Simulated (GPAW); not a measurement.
# Ballistic transport through 1,4-phenylene between two Al chains, from relaxation to T(E), part 2 of 2

How well does 1,4-phenylene between two Al chains conduct once its atoms have relaxed, and how much do cheaper levels lose?

GPAW 26.7.0; GPAW LCAO, PAW setups; relaxation of the junction within the symmetry of its start, lead ends held (the session's first sound run).

So far, transmission at the Fermi level (one spin): step 3 (GPAW, dzp, PBE, GPAW) 0.639; step 4 (basis szp(dzp), PBE, GPAW) 0.679; step 5 (basis sz(dzp), PBE, GPAW) 0.690; step 6 (LDA) 0.672; step 7 (without the relaxation: geometry = "as built", PBE, GPAW) 0.620. Also open channels of the lead at the Fermi level (one spin): 2 in steps 3, 4 and 7.

## Step 9: Comparison (continued)

Ladder, by row:

```tsv
step	code	T at the Fermi level (sum over the listed spins)	conductance (G0)	r.m.s. T(E) from the first	wall time (s)	peak memory (GiB)	threads
dzp	GPAW	0.6387	0.6304	0	87.5	1.35	1
szp	GPAW	0.6786	0.6697	0.1189	67.11	1.32	1
sz	GPAW	0.6901	0.6819	0.05548	40.47	1.2	1
dzp-LDA	GPAW	0.6717	0.6634	0.0329	73.66	1.38	1
asbuilt	GPAW	0.6205	0.612	0.01848	81.72	1.35	1
```

Table of transmission, zone mean, sum over the listed spins by energy, zero at the Fermi level:

```tsv
energy (eV)	dzp	szp	sz	dzp-LDA	asbuilt
-2.000	0.0188	0.00221	7.7e-4	0.0206	0.0233
-1.800	0.00928	9.3e-4	1.2e-4	0.0104	0.0113
-1.600	0.00383	2.8e-4	2.6e-13	0.00441	0.00451
-1.400	8.6e-4	4.5e-6	0	0.00105	9.7e-4
-1.200	2.7e-12	2.0e-14	0	4.0e-12	3.3e-12
-1.000	7.8e-14	0	0	9.8e-14	8.7e-14
-0.800	3.1e-14	0	0	3.1e-14	2.6e-14
-0.600	2.7e-14	0	0	2.5e-14	2.1e-14
-0.400	0.0164	5.1e-10	0.127	0.0203	0.0201
-0.200	0.491	0.496	0.525	0.510	0.453
0.000	0.639	0.679	0.690	0.672	0.620
0.200	0.549	0.610	0.617	0.593	0.549
0.400	0.474	0.571	0.554	0.523	0.485
0.600	0.483	0.629	0.578	0.537	0.499
0.800	0.552	0.766	0.669	0.611	0.563
1.000	0.679	0.923	0.787	0.744	0.703
1.200	0.824	1.02	0.902	0.878	0.810
1.300	0.893	1.04	0.949	0.940	0.865
1.400	0.956	1.02	0.985	0.992	0.918
1.600	1.04	0.945	1.02	1.05	1.01
1.650	1.05	0.919	1.02	1.05	1.02
1.675	1.05	0.906	1.02	1.05	1.03
1.725	1.05	0.879	1.02	1.05	1.04
1.800	1.05	0.838	1.01	1.04	1.05
2.000	0.998	0.736	0.984	0.977	1.05
```

## Step 10: Other settings

One more run, with changed settings.

This step: GPAW LCAO, PAW setups; Landauer transmission from Green's functions with principal layers (ASE), zero bias (GPAW 26.7.0).

The input, run.py:

```python
import json
import numpy as np
from ase import Atoms
from ase.transport.calculators import TransportCalculator
from gpaw import GPAW, FermiDirac
from gpaw.lcao.tools import get_lcao_hamiltonian
from scipy.linalg import eigh

# The junction with lead layers at both ends, along the third cell vector
device = Atoms(
    ['Al', 'Al', 'Al', 'Al', 'Al', 'Al', 'Al', 'C', 'H', 'H', 'C', 'C', 'C', 'C', 'H', 'H', 'C', 'Al', 'Al', 'Al', 'Al', 'Al', 'Al', 'Al'],
    positions=[
        [5.39909, 4.50000, 1.20000],
        [5.39909, 4.50000, 3.60000],
        [5.39909, 4.50000, 6.00000],
        [5.39909, 4.50000, 8.40000],
        [5.39909, 4.50000, 10.80000],
        [5.39909, 4.50000, 13.20000],
        [5.39909, 4.50000, 15.55505],
        [5.39909, 4.50000, 17.47907],
        [7.59400, 4.50000, 17.66349],
        [3.20418, 4.50000, 17.66349],
        [6.62467, 4.50000, 18.20534],
        [4.17352, 4.50000, 18.20534],
        [6.62467, 4.50000, 19.60431],
        [4.17352, 4.50000, 19.60431],
        [7.59400, 4.50000, 20.14616],
        [3.20418, 4.50000, 20.14616],
        [5.39909, 4.50000, 20.33058],
        [5.39909, 4.50000, 22.25460],
        [5.39909, 4.50000, 24.60965],
        [5.39909, 4.50000, 27.00965],
        [5.39909, 4.50000, 29.40965],
        [5.39909, 4.50000, 31.80965],
        [5.39909, 4.50000, 34.20965],
        [5.39909, 4.50000, 36.60965]],
    cell=[[10.79818, 0.0, 0.0], [0.0, 9.0, 0.0], [0.0, 0.0, 37.80965]],
    pbc=True)

# One principal layer of the lead: the first 4 atoms of the device
lead = Atoms(
    ['Al', 'Al', 'Al', 'Al'],
    positions=[
        [5.39909, 4.50000, 1.20000],
        [5.39909, 4.50000, 3.60000],
        [5.39909, 4.50000, 6.00000],
        [5.39909, 4.50000, 8.40000]],
    cell=[[10.79818, 0.0, 0.0], [0.0, 9.0, 0.0], [0.0, 0.0, 9.6]],
    pbc=True)

settings = dict(mode='lcao', basis='dzp', xc='PBE', h=0.2,
                occupations=FermiDirac(0.1), maxiter=60,
                mixer=dict(beta=1.0, nmaxold=1, weight=1.0),
                convergence=dict(density=0.0001))
energies = np.arange(-2, 2 + 1e-9, 0.025)
eta = 0.0001
n1, n2 = 1, 1
# k and -k transmit alike, so half of the mesh across the current serves
mesh = [(i, j) for i in range(n1) for j in range(n2) if (i, j) <= (-i % n1, -j % n2)]
weights = np.array([1 if (i, j) == (-i % n1, -j % n2) else 2 for i, j in mesh]) / (n1 * n2)

# [... helper functions left out ...]
fermi_lead = ground_state(lead, (1, 1, 12), 'lead.txt')
fermi_device = ground_state(device, (1, 1, 2), 'device.txt')
# [... loop over the mesh left out, but for ...]
        # Shift the lead onto the potential of the device's first layer
        shift = ((H[:, 0, 0] - H0[:, 0, 0]) / S0[0, 0]).real.mean()
# [...]
kT = 8.617333e-5 * 300
bias = [0.1, 0.2, 0.5, 1.0, 1.5, 2.0]
# [... integrals and printing left out ...]
```

Started as:

```sh
$ OMP_NUM_THREADS=1 OPENBLAS_NUM_THREADS=1 python run.py
```

Run time: 3.2 min. Hardware: 1 thread of Arm Neoverse V1, shared host; peak memory 1.1 GiB.

The run stopped without converging, so none of its numbers is a property of the system.

The fault put into the input: mixing far too strong, under a cap of 60 iterations, which ended the run (beta = 1.0, nmaxold = 1 and weight = 1.0).

## Step 11: Summary of results

```
conductance                                        : 0.630 G₀
transmission at the Fermi level, mean of the spins : 0.639
thermopower                                        : about 0 (under 1.5 μV/K)
open channels of the lead there                    : 2
```

In words: In the dzp basis the junction conducts 0.630 G₀ at 300 K, with T = 0.639 a spin at the Fermi level; the sz basis reaches that conductance within 10 %. Relaxation moved atoms by up to 0.046 Å and took the conductance from 0.612 to 0.630 G₀, as a ratio a smaller change than the step from dzp to the minimal basis. The scatterer reflects about 68 % of the incoming channels at the Fermi level. At the Fermi level two eigenchannels carry the current (0.61 and 0.029). Measured against the first run (dzp), the nearest curve is that of asbuilt (r.m.s. 0.018) and the farthest that of szp (0.12). Over the compared runs wall time goes from 40 s (sz) to 88 s (dzp), on a shared host. The leads kept an estimated spacing and the cell its length, so the junction may be under some tension or compression. The geometry comes from the orbital basis, which tends to overbind, and kept the symmetry of the start, so a structure of lower symmetry may lie lower. Semilocal functionals put molecular levels too near the Fermi level, so such conductances usually come out too high, and chain electrodes have a sharper density of states than real ones. An evenly spaced straight chain is an idealisation: free chains tend to dimerise, zigzag or, where a band edge lies near the Fermi level, turn magnetic. The currents use the zero-bias T(E) throughout, which holds only while the bias is small against the distance to the nearest feature.

[Logs are printed without paths, hosts, clocks, repeated set-up lines and the standing remarks that a program may print on its own settings, such as how far it seeks lower states.]

[Hosts, paths, dates, database ids (printed as entryN), source tags and the programs' standing remarks are cut or masked in the printed files.]
